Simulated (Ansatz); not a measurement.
**Structural relaxation of a frame of liquid HfO2 from 3173 K (135 atoms)**

How does a frame of liquid HfO2 from 3173 K (135 atoms) relax, and what do bonds, charges and levels look like afterwards?

Calculated with Ansatz 0.2.0; Kohn-Sham DFT, r2SCAN, PAW (set soft_2), plane waves.

### Step 1. Set-up

The cell holds 135 atoms: 45 Hf and 90 O. Cell: a = 12.448 Å, b = 12.448 Å, c = 12.448 Å, α = 90.0°, β = 90.0°, γ = 90.0°. 135 atoms (45 Zr, 90 O) placed at random at 4.77 g/cm³, melted at 4500 K for 20 ps at fixed volume with the Morse and Coulomb pair potential with partial charges (Pedone, Malavasi, Menziani, Cormack and Segre, J. Phys. Chem. B 110, 11780 (2006)). Snapshot at the end of a hold of 20 ps at 3173 K and fixed volume. Then Zr was replaced by Hf (the potential has no terms for the new elements, so the cell is a start for a DFT relaxation). The volume was set by a measured density of the final compound.

Limits known from the start: The starting topology of bonds comes from the classical model. Only the Γ point is sampled, in a cell whose shortest periodic width is 12 Å. Spin–orbit coupling is left out, which matters for the levels of the heavy elements.

### Step 2. Single point at the start

The forces at the start show how far the geometry lies from a minimum of this functional.

input.yaml reads:

```yaml
crystal:
  lattice:
    - [12.4477, 0.0, 0.0]
    - [0.0, 12.4477, 0.0]
    - [0.0, 0.0, 12.4477]
  atoms:
    - { symbol: Hf, position: [0.02585, 0.98411, 0.74411] }
    - { symbol: Hf, position: [0.83628, 0.28954, 0.06798] }
    - { symbol: Hf, position: [0.38033, 0.18387, 0.23949] }
    - { symbol: Hf, position: [0.19214, 0.50866, 0.86873] }
    [... 125 atom lines left out ...]
    - { symbol: O, position: [0.20026, 0.56539, 0.48732] }
    - { symbol: O, position: [0.39874, 0.79028, 0.25883] }
    - { symbol: O, position: [0.19899, 0.97603, 0.71463] }
    - { symbol: O, position: [0.73144, 0.0341, 0.29696] }
    - { symbol: O, position: [0.73671, 0.41591, 0.56769] }
    - { symbol: O, position: [0.97754, 0.52915, 0.59666] }
kpoints:
  mp_grid: { grid: [1, 1, 1] }
hamiltonian:
  xc: r2scan
scf:
  occupations: { method: fermi_dirac, width: 0.273 }
output:
  forces: true
  stress: true
  populations: true
  dos:
    method: { smearing: { sigma: 0.08 } }
    de: 0.1
    projected: { site_lists: { Hf: [Hf], O: [O] } }
  eigenvalues: true
```

Launch:

```
$ ansatz run input.yaml --threads 8 --pin off --max-ram 15872MiB --backend cpu --events-out ev --progress --plain --runs-dir out
```

Elapsed: 2.1 min, on 8 threads of Arm Neoverse V2, shared host; peak memory 8.1 GiB.

Read from the output:

```
free energy                                      : -759348.5183 eV
free energy per atom                             : -5624.8038 eV/atom
SCF cycles                                       : 14
pressure                                         : -13.22 GPa
r.m.s. force component                           : 1.759 eV/Å
longest force                                    : 8.232 eV/Å
Fermi energy                                     : 12.26 eV
gap (highest filled to lowest empty level) : 1.477 eV
levels partly filled by over 2 per cent          : 4
spilling of the projection                       : 0.003069
```

The r.m.s. force component of 1.8 eV/Å and the pressure of -13 GPa set the starting point.

Neighbours are counted within 2.83 Å (O-Hf).

Length of the force by element and coordination:

```csv
element,coordination,atoms,mean length of the force (eV/Å),spread,least,most
Hf,all,45,3.71,1.59,1.05,8.23
Hf,4,1,4.18,0,4.18,4.18
Hf,5,5,2.41,0.927,1.66,4.19
Hf,6,26,4.12,1.78,1.05,8.23
Hf,7,12,3.28,0.967,1.77,4.90
Hf,8,1,4.26,0,4.26,4.26
O,all,90,2.19,0.996,0.318,5.00
O,2,8,2.13,0.615,1.39,3.22
O,3,67,2.23,1.08,0.318,5.00
O,4,15,2.02,0.673,1.02,3.22
```

### Step 3. Cell and atoms relaxed

Cell and atoms are freed together, to release stress as well as forces.

input.yaml, the sections that differ from step 2:

```yaml
output:
  forces: true
relax:
  f_tol: 0.05
  max_steps: 165
  cell: {}
# crystal, kpoints, hamiltonian, scf: as in step 2
```

Elapsed: 35 min, on 8 threads; peak memory 8.2 GiB; 4.5 h of CPU time.

The steps of the relaxation (22 of 29):

```csv
step,energy less that of the first step (eV),largest force component (eV/Å),pressure (GPa),volume (Å³)
1,0.0000,6.2619,-13.22,1928.71
2,-34.5674,2.8899,-2.05,1766.51
4,-52.7484,1.2281,-0.02,1716.06
5,-55.9397,0.9383,-0.08,1705.50
6,-57.7069,0.5903,0.16,1693.30
8,-60.0468,0.3343,0.04,1682.67
9,-60.6110,0.3346,0.01,1683.25
10,-60.9559,0.4935,0.06,1684.05
12,-61.7954,0.4273,0.03,1681.24
13,-62.2419,0.3579,0.03,1679.92
14,-62.5642,0.3377,0.00,1679.01
16,-63.0105,0.2111,0.01,1676.60
17,-63.1585,0.5073,-0.02,1675.87
18,-63.3614,0.2064,-0.03,1676.53
20,-63.4641,0.7365,0.00,1675.07
21,-63.5701,0.1336,0.00,1675.00
22,-63.5865,0.1077,0.01,1675.55
24,-63.5919,0.0514,0.01,1675.31
25,-63.5854,0.0644,-0.01,1674.73
26,-63.5936,0.0174,0.00,1675.15
28,-63.4469,0.0196,-0.03,1675.93
29,-63.4475,0.0196,-0.03,1675.93
```

Relaxation steps 20, 25 were tried and not accepted.

```csv
cell as run,before,after,change
a (Å),12.448,11.839,-4.9 %
b (Å),12.448,12.094,-2.8 %
c (Å),12.448,11.715,-5.9 %
α (°),90.00,92.35,+2.6 %
β (°),90.00,89.48,-0.6 %
γ (°),90.00,89.65,-0.4 %
volume (Å³/atom),14.29,12.41,-13.1 %
```

The atoms that moved most (Å, as changes of fractional coordinates times the final cell):

```csv
atom,dx,dy,dz,length
O114,-0.808,0.416,-1.257,1.551
O92,0.772,0.264,0.813,1.151
Hf10,0.038,-0.959,0.538,1.100
O71,-0.075,-0.867,0.575,1.044
O116,0.504,0.146,-0.883,1.027
Hf19,0.596,-0.322,-0.751,1.011
O80,0.408,-0.483,0.741,0.974
O69,-0.010,0.651,0.623,0.901
```

The relaxation changed the energy by -470 meV/atom, and atoms moved by 0.55 Å r.m.s., 1.6 Å at most.

### Step 4. Distances and neighbours after relaxation

Bonds before and after, by the cutoffs listed below:

```csv
pair,bonds before,bonds after,mean before (Å),mean after (Å),spread before (Å),spread after (Å)
O-Hf,276,287,2.222,2.135,0.208,0.127
```

Density 9.38 g/cm³, 12.41 Å³ an atom.

Pair distribution functions g(r), in bins of 0.2 Å:

```csv
r (Å),total,O-O,O-Hf,Hf-Hf
1.80,0.02,0.00,0.05,0.00
2.00,2.35,0.00,5.30,0.00
2.20,1.94,0.00,4.36,0.00
2.40,0.53,0.57,0.61,0.00
2.60,0.99,2.12,0.12,0.00
2.80,1.09,2.38,0.06,0.00
3.00,0.93,1.92,0.15,0.14
3.20,0.95,1.32,0.32,1.98
3.40,0.85,0.75,0.51,2.62
3.60,0.91,0.67,0.78,2.40
3.80,1.12,0.78,1.02,2.88
4.00,1.12,1.01,1.27,0.98
4.20,1.00,0.81,1.35,0.34
4.40,0.84,0.57,1.23,0.34
4.60,1.01,0.73,1.42,0.47
4.80,1.04,0.91,1.33,0.40
5.00,1.06,1.19,1.05,0.61
5.20,1.00,1.15,0.86,1.02
5.40,1.08,1.31,0.89,0.97
5.60,1.11,1.25,0.99,1.01
5.80,0.90,1.02,0.68,1.27
```

Bonds by pair of elements; cutoffs follow the first minimum of g(r), held within bounds set by covalent radii, and pairs that aren't listed don't count as bonded:

```csv
pair A-B,cutoff (Å),bonds,mean length (Å),spread (Å),shortest (Å),B about A,A about B
O-Hf,2.82,287,2.13,0.127,1.89,3.19,6.38
```

How many atoms have how many bonded neighbours:

```csv
element,mean,2,3,4,5,6,7
Hf,6.38,0,0,0,3,22,20
O,3.19,5,63,22,0,0,0
```

Bond angles (no mean is given where the spread exceeds 20°):

```csv
angle,count,mean (°),spread (°)
O-Hf-O,780,-,-
Hf-O-Hf,326,113,16.7
```

Bond length by coordination (bonds to H left out):

```csv
element,coordination,atoms,mean bond length (Å)
Hf,5,3,2.05
Hf,6,22,2.10
Hf,7,20,2.17
O,2,5,1.96
O,3,63,2.10
O,4,22,2.23
```

First main peaks of g(r), for some of the pairs, lie near 2.7 Å (O-O) and 2.1 Å (O-Hf). By these cutoffs 49 % of Hf atoms have 6 and 70 % of O atoms have 3 bonded neighbours. Bonds at O atoms with 2 neighbours average 1.96 Å, against 2.23 Å at those with 4.

### Step 5. Single point at the relaxed geometry

The electronic structure is read at the final geometry, in a run of its own.

input.yaml reads:

```yaml
crystal:
  lattice:
    - [11.83881, 0.03671, 0.05364]
    - [0.03671, 12.09162, -0.24447]
    - [0.05364, -0.24447, 11.71277]
  atoms:
    - { symbol: Hf, position: [0.02199, 0.9896, 0.74624] }
    - { symbol: Hf, position: [0.83604, 0.26301, 0.05412] }
    - { symbol: Hf, position: [0.37766, 0.19052, 0.22882] }
    - { symbol: Hf, position: [0.19463, 0.52887, 0.88264] }
    [... 125 atom lines left out ...]
    - { symbol: O, position: [0.2381, 0.57443, 0.44705] }
    - { symbol: O, position: [0.36488, 0.7583, 0.26809] }
    - { symbol: O, position: [0.20307, 0.96732, 0.70028] }
    - { symbol: O, position: [0.72558, 0.05199, 0.31391] }
    - { symbol: O, position: [0.73609, 0.43424, 0.58294] }
    - { symbol: O, position: [0.00212, 0.54972, 0.5917] }
kpoints:
  mp_grid: { grid: [1, 1, 1] }
hamiltonian:
  xc: r2scan
scf:
  occupations: { method: fermi_dirac, width: 0.273 }
output:
  forces: true
  stress: true
  populations: intrinsic
  dos:
    method: { smearing: { sigma: 0.08 } }
    de: 0.1
    projected: { site_lists: { Hf: [Hf], O: [O] } }
  eigenvalues: true
  write_density: true
  write_potential: true
  volumetric_format: npy
```

Elapsed: 100 s, on 8 threads; peak memory 7.1 GiB.

The run gave:

```yaml
free_energy: -759411.9657 eV
free_energy_per_atom: -5625.2738 eV/atom
scf_cycles: 10
pressure: -0.02963 GPa
r_m_s_force_component: 0.00382 eV/Å
longest_force: 0.02254 eV/Å
fermi_energy: 14.7 eV
spacing_of_highest_filled_and_lowest_empty_level: 4.437 eV
```

Intrinsic-atomic-orbital charges by element and coordination:

```csv
element,coordination,atoms,mean charge (e),spread,least,most
Hf,all,45,1.50,0.035,1.41,1.55
Hf,5,3,1.48,0.0166,1.46,1.50
Hf,6,22,1.49,0.0366,1.41,1.55
Hf,7,20,1.50,0.0338,1.44,1.55
O,all,90,-0.748,0.032,-0.827,-0.649
O,2,5,-0.705,0.0385,-0.770,-0.649
O,3,63,-0.745,0.0279,-0.806,-0.691
O,4,22,-0.767,0.0288,-0.827,-0.721
```

States in the cell by windows of 1 eV, zero at the Fermi level; the larger projections on atomic orbitals stand beside the total:

```csv
from (eV),to (eV),total,O p,Hf d,Hf f
-14,-13,78.8,0.3,0.0,78.4
-13,-12,551.1,2.1,0.3,548.0
-12,-11,0.1,0.0,0.0,0.0
-11,-8,0.0,0.0,0.0,0.0
-8,-7,42.8,29.8,9.7,0.2
-7,-6,104.4,75.1,24.0,0.4
-6,-5,107.7,83.5,18.6,0.5
-5,-4,112.4,94.7,12.5,0.6
-4,-3,123.0,111.1,7.8,0.6
-3,-2,49.6,46.3,2.1,0.2
-2,2,0.0,0.0,0.0,0.0
2,3,46.3,5.0,37.2,0.0
3,4,90.6,10.4,72.3,0.0
4,5,90.4,12.5,67.8,0.0
```

The curve was stored every 0.10 eV, coarse against its broadening of 0.08 eV, so these counts are rough.

Between -26 and -14 eV lie 180 more states.

The stored curve holds about 1350 of the 1710 electrons; the rest, give or take the few that broadening carries across the Fermi level, lie in deeper levels below its range.

The levels nearest the highest filled one (over half full), pooled over k-points and spins:

```csv
level less the highest filled one (eV),occupation
-0.267,2
-0.253,2
-0.216,2
-0.132,2
-0.0318,2.00
0,2.00
4.44,0.001
4.45,0.001
4.57,0
4.58,0
4.62,0
4.68,0
```

Mean intrinsic-atomic-orbital charges: Hf +1.50, O -0.75 e. The largest share in the top eV of filled states is O p (94 % of the projected weight), and in the lowest eV of empty states Hf d (83 % of the projected weight).

### Step 6. What came out

* energy change in the relaxation: -470 meV/atom
* r.m.s. displacement: 0.551 Å
* largest displacement: 1.551 Å
* free energy per atom: -5625.2738 eV/atom
* pressure: -0.02963 GPa
* r.m.s. force component: 0.00382 eV/Å
* gap (highest filled to lowest empty level): 4.437 eV
* wall time of the 3 DFT runs: 38 min

**Reading.** Relaxation lowers the energy by 470 meV/atom and moves atoms by 0.55 Å r.m.s.; the r.m.s. force component goes from 1.8 to 0.0038 eV/Å, the pressure goes from -13 to -0.030 GPa, and the gap from 1.48 to 4.44 eV. Displacements are taken in the final cell, so they leave out its strain. By the final cutoffs 15 of 276 bonded pairs parted and 26 joined. The cell shrank by 13.1 % in volume. From the first step to the last the energy fell by 63.447 eV, and the largest move was 1.55 Å (O114). The O-Hf bonds go from 2.222 Å (spread 0.208) to 2.135 Å (spread 0.127), and their number from 276 to 287. Counting bonds as in the table, 49 % of Hf atoms have 6 and 70 % of O atoms have 3 bonded neighbours. Between filled and empty levels lie 4.44 eV (at Γ alone); a semilocal functional tends to put such gaps too low. In a disordered cell it changes from sample to sample and from frame to frame.

What to keep in mind: The starting topology of bonds comes from the classical model; in DFT 15 of its 276 bonded pairs passed out of the cutoffs and 26 came within them.

[Logs are printed without paths, hosts, clocks, repeated set-up lines and the standing remarks that a program may print on its own settings, such as how far it seeks lower states.]

[Hosts, paths, dates, database ids (printed as entryN), source tags and the programs' standing remarks are cut or masked in the printed files.]
